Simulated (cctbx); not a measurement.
# Accept or mend?

Cell a = 7.9740 Å, b = 7.9740 Å, c = 12.1970 Å, α = 90.00°, β = 90.00°, γ = 90.00°; space group P4/mnc (no. 128). The compound is SI6.

Simulated single-crystal data (cctbx): Mo Kα, λ = 0.71073 Å, to d = 0.75 Å, 50 % of the full sphere, strongest reflection 5000 counts, noise from counting, a 3 % proportional error and a noise floor of 4 counts (s.d.); no absorption.

An anisotropic refinement with weights 1/σ² prints:

```text
Rint 0.060, 509 unique reflections to 0.75 A
cycle     R1     wR2    GooF  max shift (A)
   1  0.0317  0.0652   1.554   0.00058
   2  0.0190  0.0393   0.938   0.00000
final R1 0.0190 wR2 0.0393 GooF 0.938  parameters 11  data/parameter 46.3
atom        x        y        z      Ueq    occ   su(xyz)  su(Uiso or U11)
I1     0.80903  0.71974  0.00000   0.0111  1.000  0.00004  0.0002
I2     0.00000  0.00000  0.23224   0.0092  1.000  0.00004  0.0002
S1     0.00000  0.00000  0.00000   0.0221  1.000  0.00000  0.0010
difference map: max 1.34 min -1.20 rms 0.28
Q1    0.1133  0.6133  0.2500    8    1.46  3.22 A from I2
Q2    0.1404  0.6651  0.0000    8    1.35  1.60 A from I1
Q3    0.0000  0.0000  0.2349    4    1.13  0.03 A from I2
Q4    0.0463  0.8673  0.4270   16    0.99  2.38 A from I1
Q5    0.0366  0.7120  0.0000    8    0.96  1.82 A from I1
Q6    0.2368  0.7334  0.0000    8    0.96  0.70 A from I1
```

**Question.** Can this result stand? If not, what is the likely fault?

It can stand. The set-up had a fault (dispersion terms of the wrong wavelength (1.54184 Å)), but the figures of merit move little: R1 = 0.0190, wR2 = 0.0393, GooF = 0.94 against R1 = 0.0190, wR2 = 0.0393, GooF = 0.94 for the right model.

The compound is SI6. The right model at the same level gives:

```text
Rint 0.060, 509 unique reflections to 0.75 A
cycle     R1     wR2    GooF  max shift (A)
   1  0.0299  0.0625   1.489   0.00058
   2  0.0190  0.0393   0.937   0.00000
final R1 0.0190 wR2 0.0393 GooF 0.937  parameters 11  data/parameter 46.3
atom        x        y        z      Ueq    occ   su(xyz)  su(Uiso or U11)
I1     0.80903  0.71974  0.00000   0.0101  1.000  0.00004  0.0002
I2     0.00000  0.00000  0.23224   0.0082  1.000  0.00004  0.0002
S1     0.00000  0.00000  0.00000   0.0218  1.000  0.00000  0.0010
difference map: max 1.32 min -1.13 rms 0.28
Q1    0.1132  0.6132  0.2500    8    1.44  3.22 A from I2
Q2    0.1409  0.6650  0.0000    8    1.34  1.60 A from I1
Q3    0.0000  0.0000  0.2348    4    1.15  0.03 A from I2
Q4    0.0373  0.7116  0.0000    8    0.97  1.82 A from I1
Q5    0.0467  0.8669  0.4272   16    0.97  2.38 A from I1
Q6    0.2369  0.7343  0.0000    8    0.95  0.69 A from I1
```

The model was made for the exercise: a known structure type with other elements put in, its volume estimated, not relaxed; displacement parameters are assumed.

[Middle refinement cycles are left out of these outputs.]

[Logs are printed without paths, hosts, clocks, repeated set-up lines and the standing remarks that a program may print on its own settings, such as how far it seeks lower states.]
